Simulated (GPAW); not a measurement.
# Conductance along a series: a Sb chain with one atom pushed aside at constant bond length, part 2 of 2

How does transport respond as one structural variable is stepped? The junctions: a Sb chain with one atom pushed aside at constant bond length.

GPAW 26.7.0; GPAW LCAO, PAW setups; Landauer transmission from Green's functions with principal layers (ASE), zero bias.

So far, transmission at the Fermi level (one spin): step 2 (junction, offset 0.3 Å) 3.00; step 3 (another cell, offset 0.6 Å) 2.99; step 4 (another cell, offset 0.9 Å) 2.95.

**5. Junction: offset = 1.2**

The cell differs from the one that the last finished run ended in (c 24.447 → 24.199 Å).

The input, run.py:

```python
import json
import numpy as np
from ase import Atoms
from ase.transport.calculators import TransportCalculator
from gpaw import GPAW, FermiDirac
from gpaw.lcao.tools import get_lcao_hamiltonian
from scipy.linalg import eigh

# The junction with lead layers at both ends, along the third cell vector
device = Atoms(
    ['Sb', 'Sb', 'Sb', 'Sb', 'Sb', 'Sb', 'Sb', 'Sb', 'Sb'],
    positions=[
        [4.50000, 4.50000, 1.37500],
        [4.50000, 4.50000, 4.12500],
        [4.50000, 4.50000, 6.87500],
        [4.50000, 4.50000, 9.62500],
        [5.70000, 4.50000, 12.09937],
        [4.50000, 4.50000, 14.57374],
        [4.50000, 4.50000, 17.32374],
        [4.50000, 4.50000, 20.07374],
        [4.50000, 4.50000, 22.82374]],
    cell=[[9.0, 0.0, 0.0], [0.0, 9.0, 0.0], [0.0, 0.0, 24.19874]],
    pbc=True)

# One principal layer of the lead: the first 2 atoms of the device
lead = Atoms(
    ['Sb', 'Sb'],
    positions=[
        [4.50000, 4.50000, 1.37500],
        [4.50000, 4.50000, 4.12500]],
    cell=[[9.0, 0.0, 0.0], [0.0, 9.0, 0.0], [0.0, 0.0, 5.5]],
    pbc=True)

settings = dict(mode='lcao', basis='dzp', xc='PBE', h=0.2,
                occupations=FermiDirac(0.1), maxiter=250,
                mixer=dict(beta=0.1, nmaxold=8, weight=100.0),
                convergence=dict(density=0.0001))
energies = np.arange(-2, 2 + 1e-9, 0.05)
eta = 0.0001
n1, n2 = 1, 1
# k and -k transmit alike, so half of the mesh across the current serves
mesh = [(i, j) for i in range(n1) for j in range(n2) if (i, j) <= (-i % n1, -j % n2)]
weights = np.array([1 if (i, j) == (-i % n1, -j % n2) else 2 for i, j in mesh]) / (n1 * n2)

# [... helper functions left out ...]
fermi_lead = ground_state(lead, (1, 1, 20), 'lead.txt')
fermi_device = ground_state(device, (1, 1, 3), 'device.txt')
# [... loop over the mesh left out, but for ...]
        # Shift the lead onto the potential of the device's first layer
        shift = ((H[:, 0, 0] - H0[:, 0, 0]) / S0[0, 0]).real.mean()
# [...]
kT = 8.617333e-5 * 500
bias = [0.1, 0.2, 0.5, 1.0, 1.5, 2.0]
# [... integrals and printing left out ...]
```

On the command line:

```
$ OMP_NUM_THREADS=1 OPENBLAS_NUM_THREADS=1 python run.py
```

The log of the run:

```text
basis functions: device 207, principal layer 46
Fermi level: lead -3.1685 eV, device -3.1035 eV; lead shifted by -0.0084 eV
largest coupling past the next layer 7.84e-05 eV, largest misfit of the first layer 0.025 eV
  E-E_F (eV)   T (one spin)  [channel counts left out]
    -2.000    6.4894e-01
    -1.950    6.4359e-01
    -1.900    6.4030e-01
[...]
1.950    1.7717e+00
     2.000    9.9907e-01
conductance at 500 K: 2.7982 G0 a cell; thermopower 0.2014 uV/K
current from the zero-bias T(E) at 0.1 V: 21.679 uA
current from the zero-bias T(E) at 0.2 V: 43.347 uA
current from the zero-bias T(E) at 0.5 V: 108.18 uA
current from the zero-bias T(E) at 1.0 V: 215.04 uA
current from the zero-bias T(E) at 1.5 V: 319.31 uA
current from the zero-bias T(E) at 2.0 V: 419.91 uA
```

The job ended after 22 s (1 thread of Arm Neoverse V2, shared host; peak memory 0.8 GiB).

The conductance, 2.80 G₀, lies 5.1 % below that of the member before.

**6. Comparing the runs**

Times are for 1 thread of Arm Neoverse V2, shared host. Results by setting:

```
no.  offset (Å)  conductance (G₀)  time  memory (GiB)
  1         0.3             2.997  21 s          0.81
  2         0.6             2.990  21 s          0.82
  3         0.9             2.949  23 s          0.82
  4         1.2             2.798  22 s           0.8
```

The runs together. The transmission, zone mean by energy, zero at the Fermi level:

```
energy (eV)    0.3    0.6    0.9    1.2
    -2.0000  0.997  0.957  0.827  0.649
    -1.7500  0.989  0.890  0.716  0.655
    -1.5000   2.83   2.48   2.26   2.11
    -1.2500   2.96   2.82   2.62   2.45
    -1.0000   2.98   2.91   2.76   2.58
    -0.7500   2.99   2.95   2.85   2.68
    -0.5000   3.00   2.98   2.90   2.75
    -0.2500   3.00   2.99   2.94   2.79
    -0.1000   3.00   2.99   2.95   2.80
     0.0000   3.00   2.99   2.95   2.80
     0.1000   3.00   2.99   2.95   2.79
     0.2000   3.00   2.99   2.95   2.78
     0.2500   3.00   2.99   2.95   2.77
     0.3000   3.00   2.99   2.94   2.76
     0.5000   3.00   2.99   2.93   2.71
     0.7500   3.00   2.98   2.88   2.62
     1.0000   3.00   2.96   2.81   2.51
     1.2500   2.99   2.93   2.70   2.38
     1.5000   2.98   2.85   2.55   2.25
     1.7500   2.94   2.68   2.33   2.10
     2.0000  0.980  0.959  0.990  0.999
```

The runs together. Table of current through one cell, from the zero-bias transmission by bias:

| bias (V) | 0.3 (μA) | 0.6 (μA) | 0.9 (μA) | 1.2 (μA) |
| --- | --- | --- | --- | --- |
| 0.100 | 23.2 | 23.2 | 22.8 | 21.7 |
| 0.200 | 46.4 | 46.3 | 45.7 | 43.3 |
| 0.500 | 116 | 116 | 114 | 108 |
| 1.000 | 232 | 231 | 228 | 215 |
| 1.500 | 348 | 347 | 340 | 319 |
| 2.000 | 464 | 461 | 449 | 420 |

**7. Grid spacing 0.25**

The real-space grid carries density and potential; a coarse one breaks translation symmetry along the lead and scatters electrons that should pass.

run.py, as its differences from that of step 5:

```diff
@@ -33,3 +33,3 @@
 
-settings = dict(mode='lcao', basis='dzp', xc='PBE', h=0.2,
+settings = dict(mode='lcao', basis='dzp', xc='PBE', h=0.25,
                 occupations=FermiDirac(0.1), maxiter=250,
```

The log of the run:

```text
basis functions: device 207, principal layer 46
Fermi level: lead -3.1690 eV, device -3.1038 eV; lead shifted by -0.0081 eV
largest coupling past the next layer 7.85e-05 eV, largest misfit of the first layer 0.026 eV
  E-E_F (eV)   T (one spin)  [channel counts left out]
    -2.000    6.4881e-01
    -1.950    6.4347e-01
    -1.900    6.4017e-01
    -1.850    6.3985e-01
    -1.800    6.4388e-01
    -1.750    6.5448e-01
    -1.700    6.7567e-01
    -1.650    7.1662e-01
    -1.600    9.1447e-01
    -1.550    1.9054e+00
    -1.500    2.1088e+00
    -1.450    2.2238e+00
    -1.400    2.3029e+00
    -1.350    2.3618e+00
    -1.300    2.4082e+00
    -1.250    2.4462e+00
[...]
1.650    2.1692e+00
     1.700    2.1379e+00
     1.750    2.1035e+00
     1.800    2.0639e+00
     1.850    2.0146e+00
     1.900    1.9422e+00
     1.950    1.7699e+00
     2.000    9.9906e-01
conductance at 500 K: 2.7979 G0 a cell; thermopower 0.2014 uV/K
current from the zero-bias T(E) at 0.1 V: 21.677 uA
current from the zero-bias T(E) at 0.2 V: 43.343 uA
current from the zero-bias T(E) at 0.5 V: 108.17 uA
current from the zero-bias T(E) at 1.0 V: 215.02 uA
current from the zero-bias T(E) at 1.5 V: 319.27 uA
current from the zero-bias T(E) at 2.0 V: 419.86 uA
```

The job ended after 16 s (1 thread; peak memory 0.49 GiB).

The run finished with changed settings (h = 0.25); it serves as a test.

**8. What came out**

| Quantity | Value |
| --- | --- |
| conductance, first and last member | 3.00 and 2.80 G₀ |
| largest and smallest | 3.00 and 2.80 G₀ |

In words: As the sideways shift goes from 0.3 to 1.2 Å, the conductance goes from 3.00 to 2.80 G₀. The conductance falls at every step of the series. The geometry was built from estimated bond lengths and not relaxed, so the numbers describe this model structure. The run had no spin polarisation, so a magnetic state, which chains and small molecules with open shells often have, wasn't tested. Spin-orbit coupling is left out, which matters for the heavy atoms here. An evenly spaced straight chain is an idealisation: free chains tend to dimerise, zigzag or, where a band edge lies near the Fermi level, turn magnetic. The currents use the zero-bias T(E) throughout, which holds only while the bias is small against the distance to the nearest feature.

[Logs are printed without paths, hosts, clocks, repeated set-up lines and the standing remarks that a program may print on its own settings, such as how far it seeks lower states.]

[Hosts, paths, dates, database ids (printed as entryN), source tags and the programs' standing remarks are cut or masked in the printed files.]
